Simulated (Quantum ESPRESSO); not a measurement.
# Fe: which magnetic order is lowest

Aim: find out which collinear order of Fe costs least.

Main program and level: Quantum ESPRESSO 7.5; PBEsol; plane waves with GBRV 1.5 PBEsol potentials, no spin-orbit coupling.

The database entry behind the starting cell differs from later determinations by our own check (about 0.2 % short), so it need not match the best structure at ambient conditions.

## 1. The starting structure

Symmetry: Im-3m, No. 229, cubic system. Conventional cell: a = 2.860 Å, b = 2.860 Å, c = 2.860 Å, α = 90.00°, β = 90.00°, γ = 90.00°. Fe has 8 Fe at 2.48 Å nearest.

The cell comes from the Crystallography Open Database.

## 2. Run 1, typed as ferro +

The signs are those of the starting moments on the seeded atoms, the atoms that are given a moment.

The input, pw.in:

```
&CONTROL
  calculation = 'scf'
  prefix = 'pwscf'
  outdir = './tmp'
  pseudo_dir = './pseudo'
  disk_io = 'nowf'
/
&SYSTEM
  ibrav = 0
  celldm(1) = 8
  nat = 1
  ntyp = 1
  ecutwfc = 40
  ecutrho = 280
  nbnd = 15
  occupations = 'smearing'
  smearing = 'fd'
  degauss = 0.00734986
  nspin = 2
  starting_magnetization(1) = 0.175
/
&ELECTRONS
  conv_thr = 2d-09
  electron_maxstep = 150
  mixing_beta = 0.3
/
ATOMIC_SPECIES
Fe     55.8450 fe_pbesol_v1.5.uspp.F.UPF
CELL_PARAMETERS alat
  -0.3378452365606    0.3378452365606    0.3378452365606
   0.3378452365606   -0.3378452365606    0.3378452365606
   0.3378452365606    0.3378452365606   -0.3378452365606
ATOMIC_POSITIONS crystal
Fe      0.0000000000    0.0000000000    0.0000000000
K_POINTS automatic
22 22 22 0 0 0
```

On the command line:

```
$ OMP_NUM_THREADS=1 mpirun -n 4 pw.x -nk 4 -in pw.in > pw.out
```

The log of the run:

```text
Program PWSCF v.7.5 starts

     Message from routine setup:
     using ibrav=0 with symmetry is DISCOURAGED, use correct ibrav instead

     K-points division:     npool     =       4
     Subspace diagonalization in iterative solution of the eigenvalue problem:

     G-vector sticks info
     --------------------
     sticks:   dense  smooth     PW     G-vecs:    dense   smooth      PW
     Sum         467     265    117                 6339     2731     767

     Using Slab Decomposition

     bravais-lattice index     =            0
     lattice parameter (alat)  =       8.0000  a.u.
     unit-cell volume          =      78.9739 (a.u.)^3
     number of atoms/cell      =            1
     number of atomic types    =            1
     number of electrons       =        16.00
     number of Kohn-Sham states=           15
     kinetic-energy cutoff     =      40.0000  Ry
     charge density cutoff     =     280.0000  Ry
     scf convergence threshold =      2.0E-09
     mixing beta               =       0.3000
     number of iterations used =            8  plain     mixing
     Exchange-correlation= SLA  PW   PSX  PSC
                           (   1   4  10   8   0   0   0)

     celldm(1)=   8.000000  celldm(2)=   0.000000  celldm(3)=   0.000000
     celldm(4)=   0.000000  celldm(5)=   0.000000  celldm(6)=   0.000000

     crystal axes: (cart. coord. in units of alat)
               a(1) = (  -0.337845   0.337845   0.337845 )
               a(2) = (   0.337845  -0.337845   0.337845 )
               a(3) = (   0.337845   0.337845  -0.337845 )

     reciprocal axes: (cart. coord. in units 2 pi/alat)
               b(1) = (  0.000000  1.479968  1.479968 )
               b(2) = (  1.479968  0.000000  1.479968 )
               b(3) = (  1.479968  1.479968  0.000000 )

     PseudoPot. # 1 for Fe read from file:
     fe_pbesol_v1.5.uspp.F.UPF
     Pseudo is Ultrasoft + core correction, Zval = 16.0
     Generated by new atomic code, or converted to UPF format
     Using radial grid of  861 points,  6 beta functions with:
                l(1) =   0
                l(2) =   0
                l(3) =   1
                l(4) =   1
                l(5) =   2
                l(6) =   2
     Q(r) pseudized with  8 coefficients,  rinner =    1.000   1.000   1.000
                                                       1.000   1.000

     atomic species   valence    mass     pseudopotential
     Fe               16.00    55.84500     Fe( 1.00)

     Starting magnetic structure
     atomic species   magnetization
     Fe              0.175

     48 Sym. Ops., with inversion, found

   Cartesian axes

     site n.     atom                  positions (alat units)
         1        Fe     tau(   1) = (   0.0000000   0.0000000   0.0000000  )

     number of k points=   328  Fermi-Dirac smearing, width (Ry)=  0.0073

     Number of k-points >= 100: set verbosity='high' to print them.

     Dense  grid:     6339 G-vectors     FFT dimensions: (  25,  25,  25)

     Smooth grid:     2731 G-vectors     FFT dimensions: (  20,  20,  20)

     Check: negative core charge=   -0.000066
     Generating pointlists ...
     new r_m :   0.2414 (alat units)  1.9310 (a.u.) for type    1

     Initial potential from superposition of free atoms

     starting charge      15.0000, renormalised to      16.0000
     Starting wfcs are   13 randomized atomic wfcs +    2 random wfcs

     Self-consistent Calculation

     iteration #  1     ecut=    40.00 Ry     beta= 0.30
     Davidson diagonalization with overlap
     ethr =  1.00E-02,  avg # of iterations =  4.3

     total energy              =    -249.70249132 Ry
     estimated scf accuracy    <       2.41544637 Ry

     total magnetization       =     1.96 Bohr mag/cell
     absolute magnetization    =     1.96 Bohr mag/cell

     iteration #  2     ecut=    40.00 Ry     beta= 0.30
     Davidson diagonalization with overlap
     ethr =  1.00E-02,  avg # of iterations =  1.9

     total energy              =    -250.18409912 Ry
     estimated scf accuracy    <       0.04700762 Ry

     total magnetization       =     2.44 Bohr mag/cell
     absolute magnetization    =     2.47 Bohr mag/cell

     iteration #  3     ecut=    40.00 Ry     beta= 0.30
     Davidson diagonalization with overlap
     ethr =  2.94E-04,  avg # of iterations =  1.5

     total energy              =    -250.19453049 Ry
     estimated scf accuracy    <       0.00333673 Ry

     total magnetization       =     2.34 Bohr mag/cell
     absolute magnetization    =     2.39 Bohr mag/cell

     [... further iterations left out ...]

     iteration #  7     ecut=    40.00 Ry     beta= 0.30
     Davidson diagonalization with overlap
     ethr =  2.35E-07,  avg # of iterations =  1.2

     total energy              =    -250.19552330 Ry
     estimated scf accuracy    <       0.00000041 Ry

     total magnetization       =     2.29 Bohr mag/cell
     absolute magnetization    =     2.40 Bohr mag/cell

     iteration #  8     ecut=    40.00 Ry     beta= 0.30
     Davidson diagonalization with overlap
     ethr =  2.56E-09,  avg # of iterations =  2.0

     total energy              =    -250.19552374 Ry
     estimated scf accuracy    <       0.00000027 Ry

     total magnetization       =     2.29 Bohr mag/cell
     absolute magnetization    =     2.40 Bohr mag/cell

     iteration #  9     ecut=    40.00 Ry     beta= 0.30
     Davidson diagonalization with overlap
     ethr =  1.66E-09,  avg # of iterations =  1.0

     total energy              =    -250.19552363 Ry
     estimated scf accuracy    <       0.00000054 Ry

     total magnetization       =     2.29 Bohr mag/cell
     absolute magnetization    =     2.40 Bohr mag/cell

     iteration # 10     ecut=    40.00 Ry     beta= 0.30
     Davidson diagonalization with overlap
     ethr =  1.66E-09,  avg # of iterations =  1.9

     Magnetic moment per site  (integrated on atomic sphere of radius R)
     atom   1 (R=0.241)  charge= 14.4084  magn=  2.3370

     End of self-consistent calculation

     Number of k-points >= 100: set verbosity='high' to print the bands.

     the Fermi energy is    17.3815 ev

!    total energy              =    -250.19552375 Ry
     estimated scf accuracy    <          1.8E-09 Ry
     smearing contrib. (-TS)   =      -0.00242146 Ry
     internal energy E=F+TS    =    -250.19310229 Ry

     The total energy is F=E-TS. E is the sum of the following terms:
     one-electron contribution =    -116.10829811 Ry
     hartree contribution      =      67.17322899 Ry
     xc contribution           =     -28.90771151 Ry
     ewald contribution        =    -172.35032166 Ry

     total magnetization       =     2.29 Bohr mag/cell
     absolute magnetization    =     2.40 Bohr mag/cell

     convergence has been achieved in  10 iterations

=------------------------------------------------------------------------------=
   JOB DONE.
=------------------------------------------------------------------------------=
```

Elapsed: 11 s, on 4 MPI ranks of Intel Xeon at 2.70GHz, shared host; peak memory 0.28 GiB.

Spin moment in the atom's sphere by atom:

```
atom  spin moment in the atom's sphere (μB)
 Fe1                                   2.34
```

Numbers from this step:

```
smearing term TS       : 0.03295 eV
magnetization          : 2.292 μB
absolute magnetization : 2.404 μB
final state            : ferromagnetic
```

## 3. Start 2: antiferro q=(1/2,1/2,1/2) +−

This order needs a doubled cell of 2 atoms. The wavevector q is in fractions of the reciprocal vectors of the crystal's primitive cell, as the cells of these inputs are built from it; moments change sign between cells as cos(2π q·R).

The input, pw.in:

```
&CONTROL
  calculation = 'scf'
  prefix = 'pwscf'
  outdir = './tmp'
  pseudo_dir = './pseudo'
  disk_io = 'nowf'
/
&SYSTEM
  ibrav = 0
  celldm(1) = 8
  nat = 2
  ntyp = 2
  ecutwfc = 40
  ecutrho = 280
  nbnd = 23
  occupations = 'smearing'
  smearing = 'fd'
  degauss = 0.00734986
  nspin = 2
  starting_magnetization(1) = 0.175
  starting_magnetization(2) = -0.175
/
&ELECTRONS
  conv_thr = 4d-09
  electron_maxstep = 150
  mixing_beta = 0.3
/
ATOMIC_SPECIES
Fe1    55.8450 fe_pbesol_v1.5.uspp.F.UPF
Fe2    55.8450 fe_pbesol_v1.5.uspp.F.UPF
CELL_PARAMETERS alat
  -0.6756904731212    0.6756904731212    0.6756904731212
   0.0000000000000    0.0000000000000    0.6756904731212
   0.0000000000000    0.6756904731212    0.0000000000000
ATOMIC_POSITIONS crystal
Fe1     0.0000000000    0.0000000000    0.0000000000
Fe2     0.5000000000    0.0000000000    0.0000000000
K_POINTS automatic
11 22 22 0 0 0
```

The log of the run:

```text
[banner, memory and clock lines left out]
Program PWSCF v.7.5 starts

     Message from routine setup:
     using ibrav=0 with symmetry is DISCOURAGED, use correct ibrav instead

     bravais-lattice index     =            0
     lattice parameter (alat)  =       8.0000  a.u.
     unit-cell volume          =     157.9477 (a.u.)^3
     number of atoms/cell      =            2
     number of atomic types    =            2
     number of electrons       =        32.00
     number of Kohn-Sham states=           23
     kinetic-energy cutoff     =      40.0000  Ry
     charge density cutoff     =     280.0000  Ry
     scf convergence threshold =      4.0E-09
     mixing beta               =       0.3000
     number of iterations used =            8  plain     mixing
     Exchange-correlation= SLA  PW   PSX  PSC
                           (   1   4  10   8   0   0   0)

     celldm(1)=   8.000000  celldm(2)=   0.000000  celldm(3)=   0.000000
     celldm(4)=   0.000000  celldm(5)=   0.000000  celldm(6)=   0.000000

     crystal axes: (cart. coord. in units of alat)
               a(1) = (  -0.675690   0.675690   0.675690 )
               a(2) = (   0.000000   0.000000   0.675690 )
               a(3) = (   0.000000   0.675690   0.000000 )

     reciprocal axes: (cart. coord. in units 2 pi/alat)
               b(1) = ( -1.479968  0.000000  0.000000 )
               b(2) = (  1.479968 -0.000000  1.479968 )
               b(3) = (  1.479968  1.479968 -0.000000 )

     PseudoPot. # 1 for Fe read from file:
     fe_pbesol_v1.5.uspp.F.UPF
     Pseudo is Ultrasoft + core correction, Zval = 16.0

     PseudoPot. # 2 for Fe read from file:
     fe_pbesol_v1.5.uspp.F.UPF
     Pseudo is Ultrasoft + core correction, Zval = 16.0

     atomic species   valence    mass     pseudopotential
     Fe1              16.00    55.84500     Fe( 1.00)
     Fe2              16.00    55.84500     Fe( 1.00)

     Starting magnetic structure
     atomic species   magnetization
     Fe1             0.175
     Fe2            -0.175

     48 Sym. Ops., with inversion, found

   Cartesian axes

     site n.     atom                  positions (alat units)
         1        Fe1    tau(   1) = (   0.0000000   0.0000000   0.0000000  )
         2        Fe2    tau(   2) = (  -0.3378452   0.3378452   0.3378452  )

     number of k points=   182  Fermi-Dirac smearing, width (Ry)=  0.0073

     Number of k-points >= 100: set verbosity='high' to print them.

     Dense  grid:    12533 G-vectors     FFT dimensions: (  50,  30,  30)

     Smooth grid:     5449 G-vectors     FFT dimensions: (  40,  24,  24)

     Check: negative core charge=   -0.000064
     Generating pointlists ...
     new r_m :   0.2414 (alat units)  1.9310 (a.u.) for type    1
     new r_m :   0.2414 (alat units)  1.9310 (a.u.) for type    2

     Initial potential from superposition of free atoms

     starting charge      30.0000, renormalised to      32.0000
     Starting wfcs are   26 randomized atomic wfcs

     Self-consistent Calculation

     iteration #  1     ecut=    40.00 Ry     beta= 0.30
     Davidson diagonalization with overlap
     ethr =  1.00E-02,  avg # of iterations =  3.0

     total energy              =    -499.41837509 Ry
     estimated scf accuracy    <       4.71806774 Ry

     total magnetization       =     0.00 Bohr mag/cell
     absolute magnetization    =     3.62 Bohr mag/cell

     iteration #  2     ecut=    40.00 Ry     beta= 0.30
     Davidson diagonalization with overlap
     ethr =  1.00E-02,  avg # of iterations =  2.0

     total energy              =    -500.31580623 Ry
     estimated scf accuracy    <       0.03606260 Ry

     total magnetization       =     0.00 Bohr mag/cell
     absolute magnetization    =     4.45 Bohr mag/cell

     [... further iterations left out ...]

     iteration # 17     ecut=    40.00 Ry     beta= 0.30
     Davidson diagonalization with overlap
     ethr =  4.00E-11,  avg # of iterations =  2.1

     total energy              =    -500.32604687 Ry
     estimated scf accuracy    <       0.00000002 Ry

     total magnetization       =    -0.00 Bohr mag/cell
     absolute magnetization    =     3.73 Bohr mag/cell

     iteration # 18     ecut=    40.00 Ry     beta= 0.30
     Davidson diagonalization with overlap
     ethr =  4.00E-11,  avg # of iterations =  2.0

     Magnetic moment per site  (integrated on atomic sphere of radius R)
     atom   1 (R=0.241)  charge= 14.4095  magn=  1.7990
     atom   2 (R=0.241)  charge= 14.4095  magn= -1.7991

     End of self-consistent calculation

     Number of k-points >= 100: set verbosity='high' to print the bands.

     the Fermi energy is    17.7154 ev

!    total energy              =    -500.32604688 Ry
     estimated scf accuracy    <          1.8E-09 Ry
     smearing contrib. (-TS)   =      -0.01352309 Ry
     internal energy E=F+TS    =    -500.31252379 Ry

     The total energy is F=E-TS. E is the sum of the following terms:
     one-electron contribution =    -232.06644758 Ry
     hartree contribution      =     134.13188155 Ry
     xc contribution           =     -57.67731445 Ry
     ewald contribution        =    -344.70064332 Ry

     total magnetization       =    -0.00 Bohr mag/cell
     absolute magnetization    =     3.73 Bohr mag/cell

     convergence has been achieved in  18 iterations
```

Run time: 51 s. Hardware: 4 MPI ranks; peak memory 0.37 GiB.

Spin moment in the atom's sphere by atom:

```
atom  spin moment in the atom's sphere (μB)
 Fe1                                   1.80
 Fe2                                  -1.80
```

Read from the output:

| Property | Result |
| --- | --- |
| smearing term TS | 0.1840 eV |
| magnetization | 0 μB |
| absolute magnetization | 3.732 μB |
| final state | antiferromagnetic |

## 4. Start 3: antiferro q=(0,0,1/2) +−

This order needs a doubled cell of 2 atoms.

Edit pw.in of step 3 so:

```diff
@@ -31,9 +31,9 @@
 CELL_PARAMETERS alat
-  -0.6756904731212    0.6756904731212    0.6756904731212
-   0.0000000000000    0.0000000000000    0.6756904731212
-   0.0000000000000    0.6756904731212    0.0000000000000
+  -0.3378452365606    0.3378452365606    0.3378452365606
+   0.3378452365606   -0.3378452365606    0.3378452365606
+   0.6756904731212    0.6756904731212   -0.6756904731212
 ATOMIC_POSITIONS crystal
 Fe1     0.0000000000    0.0000000000    0.0000000000
-Fe2     0.5000000000    0.0000000000    0.0000000000
+Fe2     0.0000000000    0.0000000000    0.5000000000
 K_POINTS automatic
-11 22 22 0 0 0
+22 22 11 0 0 0
```

The log of the run:

```text
     [... lines left out ...]
Program PWSCF v.7.5 starts
     [... lines left out ...]
     number of atoms/cell      =            2
     [... lines left out ...]
     number of electrons       =        32.00
     number of Kohn-Sham states=           23
     kinetic-energy cutoff     =      40.0000  Ry
     charge density cutoff     =     280.0000  Ry
     scf convergence threshold =      4.0E-09
     [... lines left out ...]
      8 Sym. Ops., with inversion, found
     [... lines left out ...]
     number of k points=   798  Fermi-Dirac smearing, width (Ry)=  0.0073
     [... lines left out ...]
     iteration # 15     ecut=    40.00 Ry     beta= 0.30
     [... lines left out ...]
     Magnetic moment per site  (integrated on atomic sphere of radius R)
     atom   1 (R=0.241)  charge= 14.4018  magn=  2.1283
     atom   2 (R=0.241)  charge= 14.4018  magn= -2.1284
     [... lines left out ...]
     the Fermi energy is    17.7257 ev
!    total energy              =    -500.35884013 Ry
     estimated scf accuracy    <          7.6E-11 Ry
     smearing contrib. (-TS)   =      -0.00759722 Ry
     [... lines left out ...]
     total magnetization       =    -0.00 Bohr mag/cell
     absolute magnetization    =     4.39 Bohr mag/cell
     convergence has been achieved in  15 iterations
```

Run time: 1.8 min. Hardware: 4 MPI ranks; peak memory 0.67 GiB; 6.9 min of CPU time.

Spin moment in the atom's sphere by atom:

```
atom  spin moment in the atom's sphere (μB)
 Fe1                                   2.13
 Fe2                                  -2.13
```

This step gave:

| Quantity | Value |
| --- | --- |
| smearing term TS | 0.1034 eV |
| magnetization | 0 μB |
| absolute magnetization | 4.393 μB |
| final state | antiferromagnetic |

## 5. Ranking

An order is kept where moments of 0.15 μB or more survive with the typed signs; meshes match where a doubled cell samples the same k points as the first cell.

Orders:

```
                       start        final state  typed order kept  energy over the lowest (meV a seeded atom)  largest site moment (μB)  net moment (μB a cell of the first run)  mesh matched  CPU time (s)
                     ferro +      ferromagnetic               yes                                           0                     2.337                                    2.292           yes         42.63
antiferro q=(1/2,1/2,1/2) +-  antiferromagnetic               yes                                       442.2                     1.799                                        0           yes         201.8
    antiferro q=(0,0,1/2) +-  antiferromagnetic               yes                                       219.1                     2.128                                        0           yes         415.9
```

## 6. Energy mapping

E = −Σ J e·e over ordered pairs of unit vectors, so each pair counts twice. As many shells are taken as there are differences of energy, so the couplings are solved for and no residual tests the model; further shells are folded in, and shells whose pairs keep their relative signs in all orders cancel and are not probed. Couplings from the energies:

```
 pair  distance (Å)  neighbours an atom  J (meV)
Fe-Fe         2.477                   8    27.64
Fe-Fe          2.86                   6  -0.2491
```

## 7. Results

- lowest state found: ferromagnetic (from ferro +)
- largest site moment: 2.34 μB
- next state with moments: antiferromagnetic, 219 meV a seeded atom higher
- J of the weightiest shell (Fe-Fe, 2.48 Å; E = −Σ J e·e, ordered pairs): 27.6 meV

The largest moment changes by 23 % between the kept orders, so a model of rigid spins is rough here. This is the lowest of 3 collinear or spinless starts, no proof of the ground state. Energies are free energies at an electronic temperature of 1160 K, which lowers moments and differences where the moments are itinerant.

[Logs and program files are shortened in this print: banners, set-up blocks, solver, clock and traceback lines can be left out without a mark of their own.]

[Logs are printed without paths, hosts, clocks, repeated set-up lines and the standing remarks that a program may print on its own settings, such as how far it seeks lower states.]

[Hosts, paths, dates, database ids (printed as entryN), source tags and the programs' standing remarks are cut or masked in the printed files.]

[Where a cell is said to come from a database of computed structures, the database is the Materials Project.]
